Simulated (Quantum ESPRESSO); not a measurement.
# Magnetic state of MnSi15 (Si32 Mn2 d2p35) from several starts, part 2 of 2

Does MnSi15 (Si32 Mn2 d2p35) prefer parallel or opposed moments?

Quantum ESPRESSO 7.5; PBE; plane waves with GBRV 1.5 PBE potentials, no spin-orbit coupling.

So far, absolute magnetization (μB): step 2 (run 1, typed as ferro ++) 3.87.

## 3. Start 2: antiferro +−

pw.in reads:

```
&CONTROL
  calculation = 'scf'
  prefix = 'pwscf'
  outdir = './tmp'
  pseudo_dir = './pseudo'
  disk_io = 'nowf'
/
&SYSTEM
  ibrav = 0
  celldm(1) = 8
  nat = 32
  ntyp = 3
  ecutwfc = 40
  ecutrho = 280
  nbnd = 103
  occupations = 'smearing'
  smearing = 'fd'
  degauss = 0.00367493
  nspin = 2
  starting_magnetization(1) = 0.3
  starting_magnetization(2) = -0.3
  starting_magnetization(3) = 0
/
&ELECTRONS
  conv_thr = 6.4d-08
  electron_maxstep = 150
  mixing_beta = 0.3
/
ATOMIC_SPECIES
Mn1    54.9380 mn_pbe_v1.5.uspp.F.UPF
Mn2    54.9380 mn_pbe_v1.5.uspp.F.UPF
Si     28.0850 si_pbe_v1.uspp.F.UPF
CELL_PARAMETERS alat
   2.5657756457106    0.0000000000000    0.0000000000000
   0.0000000000000    2.5657756457106    0.0000000000000
   0.0000000000000    0.0000000000000    1.2828878228553
ATOMIC_POSITIONS crystal
Mn1     0.0000000000    0.0000000000    0.0000000000
Mn2     0.1250000000    0.1250000000    0.2500000000
Si      0.0000000000    0.2500000000    0.5000000000
Si      0.1250000000    0.3750000000    0.7500000000
Si      0.2500000000    0.0000000000    0.5000000000
Si      0.3750000000    0.1250000000    0.7500000000
Si      0.2500000000    0.2500000000    0.0000000000
Si      0.3750000000    0.3750000000    0.2500000000
Si      0.0000000000    0.5000000000    0.0000000000
Si      0.1250000000    0.6250000000    0.2500000000
Si      0.0000000000    0.7500000000    0.5000000000
Si      0.1250000000    0.8750000000    0.7500000000
Si      0.2500000000    0.5000000000    0.5000000000
Si      0.3750000000    0.6250000000    0.7500000000
Si      0.2500000000    0.7500000000    0.0000000000
Si      0.3750000000    0.8750000000    0.2500000000
Si      0.5000000000    0.0000000000    0.0000000000
Si      0.6250000000    0.1250000000    0.2500000000
Si      0.5000000000    0.2500000000    0.5000000000
Si      0.6250000000    0.3750000000    0.7500000000
Si      0.7500000000    0.0000000000    0.5000000000
Si      0.8750000000    0.1250000000    0.7500000000
Si      0.7500000000    0.2500000000    0.0000000000
Si      0.8750000000    0.3750000000    0.2500000000
Si      0.5000000000    0.5000000000    0.0000000000
Si      0.6250000000    0.6250000000    0.2500000000
Si      0.5000000000    0.7500000000    0.5000000000
Si      0.6250000000    0.8750000000    0.7500000000
Si      0.7500000000    0.5000000000    0.5000000000
Si      0.8750000000    0.6250000000    0.7500000000
Si      0.7500000000    0.7500000000    0.0000000000
Si      0.8750000000    0.8750000000    0.2500000000
K_POINTS automatic
3 3 5 0 0 0
```

The run is started by

```bash
$ OMP_NUM_THREADS=1 mpirun -n 4 pw.x -nk 4 -in pw.in > pw.out
```

The program printed:

```text
[banner, memory and clock lines left out]
Program PWSCF v.7.5 starts

     Message from routine setup:
     using ibrav=0 with symmetry is DISCOURAGED, use correct ibrav instead

     bravais-lattice index     =            0
     lattice parameter (alat)  =       8.0000  a.u.
     unit-cell volume          =    4324.1027 (a.u.)^3
     number of atoms/cell      =           32
     number of atomic types    =            3
     number of electrons       =       150.00
     number of Kohn-Sham states=          103
     kinetic-energy cutoff     =      40.0000  Ry
     charge density cutoff     =     280.0000  Ry
     scf convergence threshold =      6.4E-08
     mixing beta               =       0.3000
     number of iterations used =            8  plain     mixing
     Exchange-correlation= SLA  PW   PBE  PBE
                           (   1   4   3   4   0   0   0)

     celldm(1)=   8.000000  celldm(2)=   0.000000  celldm(3)=   0.000000
     celldm(4)=   0.000000  celldm(5)=   0.000000  celldm(6)=   0.000000

     crystal axes: (cart. coord. in units of alat)
               a(1) = (   2.565776   0.000000   0.000000 )
               a(2) = (   0.000000   2.565776   0.000000 )
               a(3) = (   0.000000   0.000000   1.282888 )

     reciprocal axes: (cart. coord. in units 2 pi/alat)
               b(1) = (  0.389746  0.000000  0.000000 )
               b(2) = (  0.000000  0.389746  0.000000 )
               b(3) = (  0.000000  0.000000  0.779491 )

     PseudoPot. # 1 for Mn read from file:
     mn_pbe_v1.5.uspp.F.UPF
     Pseudo is Ultrasoft + core correction, Zval = 15.0

     PseudoPot. # 2 for Mn read from file:
     mn_pbe_v1.5.uspp.F.UPF
     Pseudo is Ultrasoft + core correction, Zval = 15.0

     PseudoPot. # 3 for Si read from file:
     si_pbe_v1.uspp.F.UPF
     Pseudo is Ultrasoft + core correction, Zval =  4.0

     atomic species   valence    mass     pseudopotential
     Mn1              15.00    54.93800     Mn( 1.00)
     Mn2              15.00    54.93800     Mn( 1.00)
     Si                4.00    28.08500     Si( 1.00)

     Starting magnetic structure
     atomic species   magnetization
     Mn1             0.300
     Mn2            -0.300
     Si              0.000

      2 Sym. Ops. (no inversion) found

   Cartesian axes

     site n.     atom                  positions (alat units)
         1        Mn1    tau(   1) = (   0.0000000   0.0000000   0.0000000  )
         2        Mn2    tau(   2) = (   0.3207220   0.3207220   0.3207220  )
         3        Si     tau(   3) = (   0.0000000   0.6414439   0.6414439  )
         4        Si     tau(   4) = (   0.3207220   0.9621659   0.9621659  )
         5        Si     tau(   5) = (   0.6414439   0.0000000   0.6414439  )
         6        Si     tau(   6) = (   0.9621659   0.3207220   0.9621659  )
         7        Si     tau(   7) = (   0.6414439   0.6414439   0.0000000  )
         8        Si     tau(   8) = (   0.9621659   0.9621659   0.3207220  )
         9        Si     tau(   9) = (   0.0000000   1.2828878   0.0000000  )
        10        Si     tau(  10) = (   0.3207220   1.6036098   0.3207220  )
        11        Si     tau(  11) = (   0.0000000   1.9243317   0.6414439  )
        12        Si     tau(  12) = (   0.3207220   2.2450537   0.9621659  )
        13        Si     tau(  13) = (   0.6414439   1.2828878   0.6414439  )
        14        Si     tau(  14) = (   0.9621659   1.6036098   0.9621659  )
        15        Si     tau(  15) = (   0.6414439   1.9243317   0.0000000  )
        16        Si     tau(  16) = (   0.9621659   2.2450537   0.3207220  )
        17        Si     tau(  17) = (   1.2828878   0.0000000   0.0000000  )
        18        Si     tau(  18) = (   1.6036098   0.3207220   0.3207220  )
        19        Si     tau(  19) = (   1.2828878   0.6414439   0.6414439  )
        20        Si     tau(  20) = (   1.6036098   0.9621659   0.9621659  )
        21        Si     tau(  21) = (   1.9243317   0.0000000   0.6414439  )
        22        Si     tau(  22) = (   2.2450537   0.3207220   0.9621659  )
        23        Si     tau(  23) = (   1.9243317   0.6414439   0.0000000  )
        24        Si     tau(  24) = (   2.2450537   0.9621659   0.3207220  )
        25        Si     tau(  25) = (   1.2828878   1.2828878   0.0000000  )
        26        Si     tau(  26) = (   1.6036098   1.6036098   0.3207220  )
        27        Si     tau(  27) = (   1.2828878   1.9243317   0.6414439  )
        28        Si     tau(  28) = (   1.6036098   2.2450537   0.9621659  )
        29        Si     tau(  29) = (   1.9243317   1.2828878   0.6414439  )
        30        Si     tau(  30) = (   2.2450537   1.6036098   0.9621659  )
        31        Si     tau(  31) = (   1.9243317   1.9243317   0.0000000  )
        32        Si     tau(  32) = (   2.2450537   2.2450537   0.3207220  )

     number of k points=    16  Fermi-Dirac smearing, width (Ry)=  0.0037
                       cart. coord. in units 2pi/alat
        k(    1) = (   0.0000000   0.0000000   0.0000000), wk =   0.0222222
        k(    2) = (   0.0000000   0.0000000   0.1558983), wk =   0.0444444
        k(    3) = (   0.0000000   0.0000000   0.3117966), wk =   0.0444444
        k(    4) = (   0.0000000   0.1299152   0.0000000), wk =   0.0888889
        k(    5) = (   0.0000000   0.1299152   0.1558983), wk =   0.0888889
        [... 11 further k-points ...]

     Dense  grid:   342127 G-vectors     FFT dimensions: ( 120, 120,  60)

     Smooth grid:   147905 G-vectors     FFT dimensions: (  90,  90,  45)

     Check: negative core charge=   -0.000006
     Generating pointlists ...
     new r_m :   0.2291 (alat units)  1.8332 (a.u.) for type    1
     new r_m :   0.2291 (alat units)  1.8332 (a.u.) for type    2
     new r_m :   0.2291 (alat units)  1.8332 (a.u.) for type    3

     Initial potential from superposition of free atoms

     starting charge     148.9797, renormalised to     150.0000
     Starting wfcs are  146 randomized atomic wfcs

     Self-consistent Calculation

     iteration #  1     ecut=    40.00 Ry     beta= 0.30
     Davidson diagonalization with overlap
     ethr =  1.00E-02,  avg # of iterations =  3.4

     total energy              =    -699.57097766 Ry
     estimated scf accuracy    <      23.79680404 Ry

     total magnetization       =    -0.00 Bohr mag/cell
     absolute magnetization    =     3.51 Bohr mag/cell

     iteration #  2     ecut=    40.00 Ry     beta= 0.30
     Davidson diagonalization with overlap
     ethr =  1.00E-02,  avg # of iterations =  4.7

     total energy              =    -701.89285255 Ry
     estimated scf accuracy    <     219.02874308 Ry

     total magnetization       =     0.01 Bohr mag/cell
     absolute magnetization    =     0.23 Bohr mag/cell

     [... further iterations left out ...]

     iteration # 26     ecut=    40.00 Ry     beta= 0.30
     Davidson diagonalization with overlap
     ethr =  2.94E-10,  avg # of iterations =  1.8

     total energy              =    -710.02129776 Ry
     estimated scf accuracy    <       0.00000011 Ry

     total magnetization       =    -0.00 Bohr mag/cell
     absolute magnetization    =     7.01 Bohr mag/cell

     iteration # 27     ecut=    40.00 Ry     beta= 0.30
     Davidson diagonalization with overlap
     ethr =  7.47E-11,  avg # of iterations =  2.0

     Magnetic moment per site  (integrated on atomic sphere of radius R)
     atom   1 (R=0.229)  charge= 12.9872  magn=  2.7650
     atom   2 (R=0.229)  charge= 12.9873  magn= -2.7657
     atom   3 (R=0.229)  charge=  1.8296  magn=  0.0511
     atom   4 (R=0.229)  charge=  1.8176  magn= -0.0045
     atom   5 (R=0.229)  charge=  1.8296  magn=  0.0511
     atom   6 (R=0.229)  charge=  1.8176  magn= -0.0045
     atom   7 (R=0.229)  charge=  1.8324  magn=  0.0492
     atom   8 (R=0.229)  charge=  1.8210  magn= -0.0031
     atom   9 (R=0.229)  charge=  1.8233  magn=  0.0020
     atom  10 (R=0.229)  charge=  1.8233  magn= -0.0020
     atom  11 (R=0.229)  charge=  1.8176  magn=  0.0045
     atom  12 (R=0.229)  charge=  1.8296  magn= -0.0511
     atom  13 (R=0.229)  charge=  1.8240  magn= -0.0000
     atom  14 (R=0.229)  charge=  1.8238  magn= -0.0020
     atom  15 (R=0.229)  charge=  1.8207  magn=  0.0042
     atom  16 (R=0.229)  charge=  1.8207  magn= -0.0042
     atom  17 (R=0.229)  charge=  1.8233  magn=  0.0020
     atom  18 (R=0.229)  charge=  1.8233  magn= -0.0020
     atom  19 (R=0.229)  charge=  1.8240  magn= -0.0000
     atom  20 (R=0.229)  charge=  1.8238  magn= -0.0020
     atom  21 (R=0.229)  charge=  1.8176  magn=  0.0045
     atom  22 (R=0.229)  charge=  1.8296  magn= -0.0511
     atom  23 (R=0.229)  charge=  1.8207  magn=  0.0042
     atom  24 (R=0.229)  charge=  1.8207  magn= -0.0042
     atom  25 (R=0.229)  charge=  1.8237  magn=  0.0022
     atom  26 (R=0.229)  charge=  1.8237  magn= -0.0022
     atom  27 (R=0.229)  charge=  1.8238  magn=  0.0020
     atom  28 (R=0.229)  charge=  1.8240  magn=  0.0000
     atom  29 (R=0.229)  charge=  1.8238  magn=  0.0020
     atom  30 (R=0.229)  charge=  1.8240  magn=  0.0000
     atom  31 (R=0.229)  charge=  1.8210  magn=  0.0031
     atom  32 (R=0.229)  charge=  1.8324  magn= -0.0492

     End of self-consistent calculation

     [... lines left out ...]
     the Fermi energy is     6.3179 ev

!    total energy              =    -710.02129780 Ry
     estimated scf accuracy    <       0.00000002 Ry
     smearing contrib. (-TS)   =      -0.00511189 Ry
     internal energy E=F+TS    =    -710.01618590 Ry

     The total energy is F=E-TS. E is the sum of the following terms:
     one-electron contribution =    -426.90103667 Ry
     hartree contribution      =     273.27756188 Ry
     xc contribution           =    -182.25772196 Ry
     ewald contribution        =    -374.13498915 Ry

     total magnetization       =    -0.00 Bohr mag/cell
     absolute magnetization    =     7.01 Bohr mag/cell

     convergence has been achieved in  27 iterations
```

Elapsed: 24 min, on 4 MPI ranks of Arm Neoverse V2, shared host; peak memory 3.7 GiB; 1.6 h of CPU time.

Spin moment in the atom's sphere by element, in μB:

```csv
element,atoms,mean,spread (r.m.s.),least,largest
Mn,2,0.00,2.77,-2.77,2.77
Si,30,0.00,0.02,-0.05,0.05
```

The atoms farthest from the mean of their element:

```csv
atom,"x, y, z (Å)",spin moment in the atom's sphere (μB)
Mn1,"0.00, 0.00, 0.00",2.77
Mn2,"1.36, 1.36, 1.36",-2.77
Si3,"0.00, 2.72, 2.72",0.05
Si22,"9.50, 1.36, 4.07",-0.05
Si5,"2.72, 0.00, 2.72",0.05
Si12,"1.36, 9.50, 4.07",-0.05
Si32,"9.50, 9.50, 1.36",-0.05
Si7,"2.72, 2.72, 0.00",0.05
```

This step gave:

* smearing term TS: 0.06955 eV
* magnetization: 0 μB
* absolute magnetization: 7.014 μB
* final state: antiferromagnetic

## 4. Energies of the orders

An order is kept where moments of 0.15 μB or more survive with the typed signs; meshes match where a doubled cell samples the same k points as the first cell.

Orders:

```csv
start,final state,typed order kept,energy over the lowest (meV a seeded atom),largest site moment (μB),net moment (μB a cell of the first run),mesh matched,CPU time (s)
ferro ++,ferromagnetic,yes,294.4,1.371,2.295,yes,6658
antiferro +-,antiferromagnetic,yes,0,2.766,0.001027,yes,5727
```

## 5. Outcome

* lowest state found: antiferromagnetic (from antiferro +-)
* largest site moment: 2.77 μB
* next state with moments: ferromagnetic, 294 meV a seeded atom higher

**Reading.** This is the lowest of 2 collinear or spinless starts, no proof of the ground state.

[Logs and program files are shortened in this print: banners, set-up blocks, solver, clock and traceback lines can be left out without a mark of their own.]

[Logs are printed without paths, hosts, clocks, repeated set-up lines and the standing remarks that a program may print on its own settings, such as how far it seeks lower states.]

[Hosts, paths, dates, database ids (printed as entryN), source tags and the programs' standing remarks are cut or masked in the printed files.]

[Where a cell is said to come from a database of computed structures, the database is the Materials Project.]
